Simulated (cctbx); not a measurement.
# What is wrong with this refinement?

Cell a = 6.5020 Å, b = 6.5020 Å, c = 11.7790 Å, α = 90.00°, β = 90.00°, γ = 90.00°; space group P4/mmm (no. 123). The compound is Ce4In16Co3.

Simulated single-crystal data (cctbx): synchrotron X-rays, λ = 0.7749 Å, to d = 0.75 Å, 80 % of the full sphere, strongest reflection 40000 counts, noise from counting, a 3 % proportional error and a noise floor of 15 counts (s.d.); no absorption.

An isotropic refinement with weights 1/σ² prints:

```text
Rint 0.036, 423 unique reflections to 0.75 A
cycle     R1     wR2    GooF  max shift (A)
   1  0.2509  0.5245  20.143   0.20185
  11  0.0168  0.0762   2.925   0.00030
final R1 0.0168 wR2 0.0762 GooF 2.925  parameters 16  data/parameter 26.4
atom        x        y        z      Ueq    occ   su(xyz)  su(Uiso or U11)
Ce1    0.00000  0.50000  0.19337   0.0028  1.000  0.00008  0.0003
In1    0.00000  0.00000  0.21530   0.0025  1.000  0.00014  0.0003
In2    0.50000  0.50000  0.19369   0.0027  1.000  0.00014  0.0004
In3    0.27793  0.72207  0.00000   0.0026  1.000  0.00012  0.0003
In4    0.75102  0.24898  0.38433   0.0031  1.000  0.00008  0.0002
Co1    0.00000  0.00000  0.00000   0.0038  1.000  0.00000  0.0009
Co2    0.00000  0.50000  0.50000   0.0033  1.000  0.00000  0.0006
Co3    0.75499  0.24501  0.32611   1.0000  1.000  0.01445  0.0410
difference map: max 4.00 min -1.86 rms 0.48
Q1    0.0000  0.0000  0.2140    2    4.04  0.02 A from In1
Q2    0.0000  0.0000  0.0273    2    2.65  0.32 A from Co1
Q3    0.0729  0.5000  0.1975    8    2.63  0.48 A from Ce1
Q4    0.2478  0.2478  0.0000    4    1.57  0.28 A from In3
Q5    0.0626  0.5000  0.1030    8    1.55  1.14 A from Ce1
Q6    0.5000  0.5000  0.3093    2    1.48  1.36 A from In2
```

**Question.** Can this result stand? If not, what is the likely fault?

Mend it. The fault: spurious atom: Co3. Against the right model at the same level, R1 goes from 0.0130 to 0.0168 and GooF from 0.96 to 2.92 and Co3 takes U = the program's ceiling. A site with no density behind it hides by a very large U or drifts.

The compound is Ce4In16Co3. The right model at the same level gives:

```text
Rint 0.036, 423 unique reflections to 0.75 A
cycle     R1     wR2    GooF  max shift (A)
   1  0.1896  0.3797  14.530   0.07240
   2  0.0130  0.0251   0.959   0.00000
final R1 0.0130 wR2 0.0251 GooF 0.959  parameters 13  data/parameter 32.5
atom        x        y        z      Ueq    occ   su(xyz)  su(Uiso or U11)
Ce1    0.00000  0.50000  0.19342   0.0031  1.000  0.00003  0.0001
In1    0.00000  0.00000  0.21535   0.0028  1.000  0.00005  0.0001
In2    0.50000  0.50000  0.19375   0.0030  1.000  0.00005  0.0001
In3    0.27791  0.72209  0.00000   0.0029  1.000  0.00004  0.0001
In4    0.75103  0.24897  0.38431   0.0034  1.000  0.00003  0.0001
Co1    0.00000  0.00000  0.00000   0.0041  1.000  0.00000  0.0003
Co2    0.00000  0.50000  0.50000   0.0036  1.000  0.00000  0.0002
difference map: max 2.95 min -1.96 rms 0.33
Q1    0.0000  0.0000  0.2098    2    3.07  0.07 A from In1
Q2    0.0000  0.0000  0.2757    2    2.28  0.71 A from In1
Q3    0.0820  0.5000  0.1988    8    2.03  0.54 A from Ce1
Q4    0.0000  0.0000  0.0300    2    1.96  0.35 A from Co1
Q5    0.5000  0.5000  0.3098    2    1.50  1.37 A from In2
Q6    0.0000  0.5000  0.4057    4    1.33  1.11 A from Co2
```

The model was made for the exercise: a known structure type with other elements put in, its volume estimated, not relaxed; displacement parameters are assumed.

[Middle refinement cycles are left out of these outputs.]

[Logs are printed without paths, hosts, clocks, repeated set-up lines and the standing remarks that a program may print on its own settings, such as how far it seeks lower states.]
